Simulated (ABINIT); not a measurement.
# H2Pb (P-3m1): zone-centre phonons

Aim: the zone-centre modes of H2Pb (P-3m1).

Method: DFT LDA, scalar-relativistic, plane waves, HGH norm-conserving pseudopotentials, in ABINIT 10.8.3.

This is a report of a sequence of runs, with most program output left out.

The structure was built from a prototype and need not be the compound's stable phase.

## (1) Set-up

The structure is trigonal, space group P-3m1 (No. 164). The conventional cell has a = 3.663 Å, b = 3.663 Å, c = 5.860 Å, α = 90.00°, β = 90.00°, γ = 120.00°. Nearest to Pb lie 6 H at 2.57 Å. Nearest to H lie 3 Pb at 2.57 Å. Farther neighbours are not listed.

## (2) A first look

A first run with smearing and empty bands tells whether the crystal has a gap, which decides between fixed occupations and smearing later on.

The input, probe.abi:

```
# ground state
tolvrs 1.0d-08
prtden 1
prtwf 1

# basis, mesh and filling
ecut 43.0
ecutsm 3.0
ixc 7
ngkpt 6 6 4
nshiftk 1
shiftk 0.0 0.0 0.0
istwfk *1
occopt 7
tsmear 0.005
nband 8
nstep 100
diemac 9.0
prtebands 0
prtgsr 0
useylm 1

# cell and atoms
acell 6.921645973 6.921645973 11.07463356
rprim 
    1.0 0.0 0.0
    -0.5000000007 0.8660254034 0.0
    0.0 0.0 1.0
ntypat 2
znucl 82 1
natom 3
typat 1 2 2
xred 
    0.0 0.0 0.0
    1/3 2/3 0.25
    2/3 1/3 0.75
pp_dirpath "./pseudo"
pseudos "Pb.hgh, H.hgh"
```

Launch:

```sh
$ OMP_NUM_THREADS=1 mpirun -n 2 abinit probe.abi > probe.log
```

It took 16 s on 2 MPI ranks of Intel Xeon at 2.70GHz, shared host; 32 s of CPU time.

This step gave:

```
volume per atom   : 22.70 Å³
pressure          : -5.107 GPa
gap on the k-mesh : 0 eV
```

No gap opens on this mesh, so smearing is kept.

## (3) Rough relaxation

The typed start is rough, so a first relaxation with smearing and loose thresholds takes it towards rest cheaply.

The input, prerelax.abi:

```
# relaxation
ionmov 2
optcell 2
dilatmx 1.15
chkdilatmx 0
ntime 40
tolmxf 3.0d-04
tolvrs 1.0d-10
prtwf 0
prtden 0
chksymtnons 0

# basis, mesh and filling
ecut 34.4
ecutsm 3.0
ixc 7
ngkpt 6 6 4
nshiftk 1
shiftk 0.0 0.0 0.0
istwfk *1
occopt 7
tsmear 0.005
nband 8
nstep 100
diemac 1000000.0
prtebands 0
prtgsr 0
useylm 1

# cell and atoms
acell 6.921645973 6.921645973 11.07463356
rprim 
    1.0 0.0 0.0
    -0.5000000007 0.8660254034 0.0
    0.0 0.0 1.0
ntypat 2
znucl 82 1
natom 3
typat 1 2 2
xred 
    0.0 0.0 0.0
    1/3 2/3 0.25
    2/3 1/3 0.75
pp_dirpath "./pseudo"
pseudos "Pb.hgh, H.hgh"
```

Launch:

```sh
$ OMP_NUM_THREADS=1 mpirun -n 2 abinit prerelax.abi > prerelax.log
```

Elapsed: 4.7 min, on 2 MPI ranks.

Step by step:

```tsv
step	energy less that of the first step (eV)	largest force (eV/Å)	volume (Å³)
1	0.0000	0.8989	68.09
2	-0.0521	0.8690	67.03
3	-0.6035	0.1043	46.67
4	-0.6309	0.3158	49.79
5	-0.6619	0.2639	49.27
6	-0.8622	0.2831	44.73
7	-0.8979	0.3045	44.23
8	1.0193	0.2372	45.40
9	-0.9974	0.3795	40.93
10	-1.0163	0.3231	39.02
11	-1.0154	0.3425	39.80
12	-1.0154	0.3411	40.25
13	-1.0128	0.2715	42.03
14	-1.0168	0.2118	42.43
15	-1.0463	0.0858	41.72
16	-1.0869	0.0221	38.46
17	-1.0877	0.0117	38.49
18	-1.0881	0.0023	38.15
19	-1.0881	0.0001	38.17
```

```tsv
cell as run	before	after	change
a (Å)	3.663	3.664	+0.0 %
b (Å)	3.663	3.664	+0.0 %
c (Å)	5.860	3.282	-44.0 %
volume (Å³/atom)	22.70	12.72	-43.9 %
```

The atoms that moved most (Å, as changes of fractional coordinates times the final cell):

```tsv
atom	dx	dy	dz	length
H3	0.000	0.000	0.046	0.046
H2	0.000	0.000	-0.046	0.046
```

The relaxed structure:

```xyz
3
Lattice="3.6645 0.0000 0.0000 -1.8322 3.1735 0.0000 0.0000 0.0000 3.2825" Properties=species:S:1:pos:R:3 pbc="T T T"
Pb    0.0000    0.0000    0.0000
H     0.0000    2.1157    0.7747
H     1.8322    1.0578    2.5078
```

Numbers from this step:

* volume per atom: 12.72 Å³
* pressure: 0.01194 GPa

The volume changes by -43.9 % in this run and stands -43.9 % from the first cell.

## (4) Rough relaxation

The cell changed much, so the rough relaxation is repeated on a basis made for the new cell.

Edit prerelax.abi of step 3 so:

```diff
@@ -16,3 +16,3 @@
 ixc 7
-ngkpt 6 6 4
+ngkpt 6 6 6
 nshiftk 1
@@ -30,6 +30,6 @@
 # cell and atoms
-acell 6.921645973 6.921645973 11.07463356
+acell 6.924886216 6.924886216 6.203021576
 rprim 
     1.0 0.0 0.0
-    -0.5000000007 0.8660254034 0.0
+    -0.5000000004 0.8660254036 0.0
     0.0 0.0 1.0
@@ -41,4 +41,4 @@
     0.0 0.0 0.0
-    1/3 2/3 0.25
-    2/3 1/3 0.75
+    1/3 2/3 0.2360132873
+    2/3 1/3 0.7639867127
 pp_dirpath "./pseudo"
```

The job ended after 69 s (2 MPI ranks; 2.3 min of CPU time).

The steps of the relaxation:

```tsv
step	energy less that of the first step (eV)	largest force (eV/Å)	volume (Å³)
1	0.0000	0.0534	38.17
2	-0.0019	0.0563	38.14
3	-0.0277	0.0746	37.45
4	-0.0292	0.0625	37.70
5	-0.0306	0.0528	37.85
6	-0.0328	0.0139	38.45
```

```tsv
conventional cell, symmetrised	before	after	change
a (Å)	3.664	3.552	-3.1 %
b (Å)	3.664	3.552	-3.1 %
c (Å)	3.282	3.519	+7.2 %
volume (Å³/atom)	12.72	12.82	+0.7 %
```

The atoms that moved most (Å, as changes of fractional coordinates times the final cell):

```tsv
atom	dx	dy	dz	length
H3	0.000	0.000	-0.025	0.025
H2	0.000	0.000	0.025	0.025
```

Final coordinates:

```xyz
3
Lattice="3.5519 0.0000 0.0000 -1.7760 3.0761 0.0000 0.0000 0.0000 3.5193" Properties=species:S:1:pos:R:3 pbc="T T T"
Pb    0.0000    0.0000    0.0000
H     0.0000    2.0507    0.8559
H     1.7760    1.0254    2.6634
```

Read from the output:

```
volume per atom : 12.82 Å³
pressure        : 0.01645 GPa
```

The volume changes by +0.7 % in this run and stands -43.5 % from the first cell.

## (5) Relaxing the cell and atoms

The harmonic expansion needs vanishing forces, and a free crystal bears no stress, so cell and atoms are brought to rest. Stress is more sensitive to the basis than forces are: the last 3 Ha under the cutoff are smoothed with ecutsm.

The input, relax.abi:

```
# relaxation
ionmov 2
optcell 2
dilatmx 1.08
ntime 40
tolmxf 1.0d-05
tolvrs 1.0d-14
prtwf 0
prtden 0
chksymtnons 0

# basis, mesh and filling
ecut 43.0
ecutsm 3.0
ixc 7
ngkpt 9 9 8
nshiftk 1
shiftk 0.0 0.0 0.0
istwfk *1
occopt 7
tsmear 0.01
nband 8
nstep 100
diemac 1000000.0
prtebands 0
prtgsr 0
useylm 1

# cell and atoms
acell 6.712189466 6.712189466 6.650601889
rprim 
    1.0 0.0 0.0
    -0.5000000002 0.8660254037 0.0
    0.0 0.0 1.0
ntypat 2
znucl 82 1
natom 3
typat 1 2 2
xred 
    0.0 0.0 0.0
    1/3 2/3 0.2432086616
    2/3 1/3 0.7567913384
pp_dirpath "./pseudo"
pseudos "Pb.hgh, H.hgh"
```

Launch:

```sh
$ OMP_NUM_THREADS=1 mpirun -n 2 abinit relax.abi > relax.log
```

It took 7.3 min on 2 MPI ranks.

Relaxation path:

```tsv
step	energy less that of the first step (eV)	largest force (eV/Å)	volume (Å³)
1	0.0000	0.0037	38.45
2	-0.0026	0.0097	38.56
3	-0.0125	0.0468	39.21
4	-0.0135	0.0464	39.18
5	-0.0185	0.0297	38.60
6	-0.0197	0.0150	38.20
7	-0.0201	0.0046	37.98
8	-0.0201	0.0041	37.98
9	-0.0201	0.0039	37.98
10	-0.0201	0.0026	37.98
11	-0.0201	0.0012	37.99
12	-0.0201	0.0000	38.00
13	-0.0201	0.0001	38.00
```

```tsv
conventional cell, symmetrised	before	after	change
a (Å)	3.552	3.622	+2.0 %
b (Å)	3.552	3.622	+2.0 %
c (Å)	3.519	3.344	-5.0 %
volume (Å³/atom)	12.82	12.67	-1.2 %
```

The atoms that moved most (Å, as changes of fractional coordinates times the final cell):

```tsv
atom	dx	dy	dz	length
H2	0.000	0.000	-0.010	0.010
H3	0.000	0.000	0.010	0.010
```

The relaxed structure:

```xyz
3
Lattice="3.6224 0.0000 0.0000 -1.8112 3.1371 0.0000 0.0000 0.0000 3.3439" Properties=species:S:1:pos:R:3 pbc="T T T"
Pb    0.0000    0.0000    0.0000
H     0.0000    2.0914    0.8030
H     1.8112    1.0457    2.5408
```

This step gave:

```
volume per atom : 12.67 Å³
pressure        : 0.001127 GPa
```

The volume changes by -1.2 % in this run and stands -44.2 % from the first cell.

## (6) Self-consistent run for the response

The response is built on these wavefunctions, so the potential is converged far more tightly than an energy would need. ecutsm is kept as in the relaxation, so that the cell stays at rest. Smearing stays on, as the first look found no gap above 0.3 eV.

The input, gs.abi:

```
# ground state
tolvrs 1.0d-16
prtden 1
prtwf 1

# basis, mesh and filling
ecut 43.0
ecutsm 3.0
ixc 7
ngkpt 9 9 8
nshiftk 1
shiftk 0.0 0.0 0.0
istwfk *1
occopt 7
tsmear 0.01
nband 8
nstep 100
diemac 1000000.0
prtebands 0
prtgsr 0
useylm 1

# cell and atoms
acell 6.845291893 6.845291893 6.318984067
rprim 
    1.0 0.0 0.0
    -0.5000000001 0.8660254037 0.0
    0.0 0.0 1.0
ntypat 2
znucl 82 1
natom 3
typat 1 2 2
xred 
    0.0 0.0 0.0
    1/3 2/3 0.2401530902
    2/3 1/3 0.7598469098
pp_dirpath "./pseudo"
pseudos "Pb.hgh, H.hgh"
```

Launch:

```sh
$ OMP_NUM_THREADS=1 mpirun -n 2 abinit gs.abi > gs.log
```

The job ended after 35 s (2 MPI ranks).

The cell stands at 0.0011 GPa, close enough for phonons.

## (7) Linear response at Γ

At q = 0 one unit cell holds all displacements. The response is solved for single atoms along the cell's directions, and symmetry skips those that follow from others. The crystal is treated as a metal, which screens a static field, so no field response is asked.

The input, dfpt_gamma.abi:

```

# common to the responses
getwfk_filepath "gso_WFK"
kptopt 2
nqpt 1
qpt 0.0 0.0 0.0
asr 0
chneut 0

# displacements
rfphon 1
rfatpol 1 3
rfdir 1 1 1
tolvrs 1.0d-10
prtwf 0

# basis, mesh and filling
ecut 43.0
ecutsm 3.0
ixc 7
ngkpt 9 9 8
nshiftk 1
shiftk 0.0 0.0 0.0
istwfk *1
occopt 7
tsmear 0.01
nband 8
nstep 100
diemac 1000000.0
prtebands 0
prtgsr 0
useylm 1

# cell and atoms
acell 6.845291893 6.845291893 6.318984067
rprim 
    1.0 0.0 0.0
    -0.5000000001 0.8660254037 0.0
    0.0 0.0 1.0
ntypat 2
znucl 82 1
natom 3
typat 1 2 2
xred 
    0.0 0.0 0.0
    1/3 2/3 0.2401530902
    2/3 1/3 0.7598469098
pp_dirpath "./pseudo"
pseudos "Pb.hgh, H.hgh"
```

Launch:

```sh
$ OMP_NUM_THREADS=1 mpirun -n 2 abinit dfpt_gamma.abi > dfpt_gamma.log
```

Wall time 4.6 min (2 MPI ranks).

Read from the output:

```yaml
largest_acoustic_frequency_at_the_zone_centre_before_the_sum_rule: -0.23 cm⁻¹
highest_optical_zone_centre_mode_no_lo_to_term: 815.6 cm⁻¹
lowest_optical_zone_centre_mode: -231.3 cm⁻¹
```

The acoustic modes at Γ come out as far as 0.2 cm⁻¹ from zero, where they should vanish, a small numerical error. The lowest optical mode is imaginary, 231i cm⁻¹, an instability at this level and on this k mesh.

## (8) Zone-centre analysis

anaddb reads the merged derivatives and imposes the acoustic sum rule.

The input, anaddb.abi:

```
ddb_filepath "gamma_DDB"
output_file "anaddb.abo"
outdata_prefix "anaddb"
asr 1
chneut 1
enunit 2
eivec 1
nph1l 1
qph1l 0.0 0.0 0.0 1.0
```

The input, mrgddb.in:

```
gamma_DDB
merged
2
dfpt_gammao_DDB
gso_DDB
```

Launch:

```sh
$ mrgddb < mrgddb.in > mrgddb.log
$ OMP_NUM_THREADS=1 anaddb anaddb.abi > anaddb.log
```

Run time: 0.85 s. Hardware: 1 thread.

No LO-TO term; unit eigenvectors of the mass-weighted matrix, from anaddb's displacements. Modes at Γ, with each element's share of the kinetic energy (negative means imaginary):

```tsv
mode	frequency (cm⁻¹)	Pb %	H %
1	-231.3	1	99
2	-231.3	1	99
3	0.0	99	1
4	0.0	99	1
5	0.0	99	1
6	441.3	1	99
7	798.4	0	100
8	815.7	0	100
9	815.7	0	100
```

Displacements in mode 1 (-231.3 cm⁻¹), the largest set to 1:
```
Pb1  0.00  0.01  0.00
H2  -0.45 -1.00  0.00
H3  -0.45 -1.00  0.00
```

Displacements in mode 9 (815.7 cm⁻¹), the largest set to 1:
```
Pb1  0.00  0.00  0.00
H2   0.47  1.00  0.00
H3  -0.47 -1.00  0.00
```

The rule moves no optical mode by more than 0.1 cm⁻¹.

## (9) Sum rules set otherwise (asr 0)

Without the rule the raw error of the acoustic modes shows.

Edit anaddb.abi of step 8 so:

```diff
@@ -3,4 +3,4 @@
 outdata_prefix "anaddb"
-asr 1
-chneut 1
+asr 0
+chneut 0
 enunit 2
```

mrgddb.in is that of step 8.

Wall time 0.89 s (1 thread).

Zone-centre frequencies as printed; negative means imaginary. Modes:

```tsv
mode	frequency (cm⁻¹)
1	-231.3
2	-231.3
3	-0.23
4	-0.23
5	0.08
6	441.3
7	798.4
8	815.6
9	815.6
```

## (10) What came out

```json
{"space group after relaxation": "P-3m1", "volume per atom": "12.7 Å³", "highest optical zone-centre mode (no LO-TO term)": "815.6 cm⁻¹", "lowest optical zone-centre mode": "-231.3 cm⁻¹", "imaginary optical modes at the zone centre (no q mesh in this session)": "yes"}
```

At the LDA level the optical modes of H2Pb (P-3m1) at the zone centre run from 231i to 816 cm⁻¹, so the structure is a saddle point, with 2 modes beyond 10i cm⁻¹ there. These are harmonic frequencies at zero temperature: anharmonic shifts and linewidths and thermal expansion are left out. Spin-orbit coupling is left out, which can matter for the heavy elements here. The HGH files keep few electrons and have no core correction, which is cheap but rough for Pb. In a metal the frequencies hang on the k mesh and the smearing, most of all near Kohn anomalies. The structure is a hypothetical one, built on a prototype.

[Host names and launcher messages were left out of these logs when they were recorded.]

[Logs are printed without paths, hosts, clocks, repeated set-up lines and the standing remarks that a program may print on its own settings, such as how far it seeks lower states.]

[Hosts, paths, dates, database ids (printed as entryN), source tags and the programs' standing remarks are cut or masked in the printed files.]
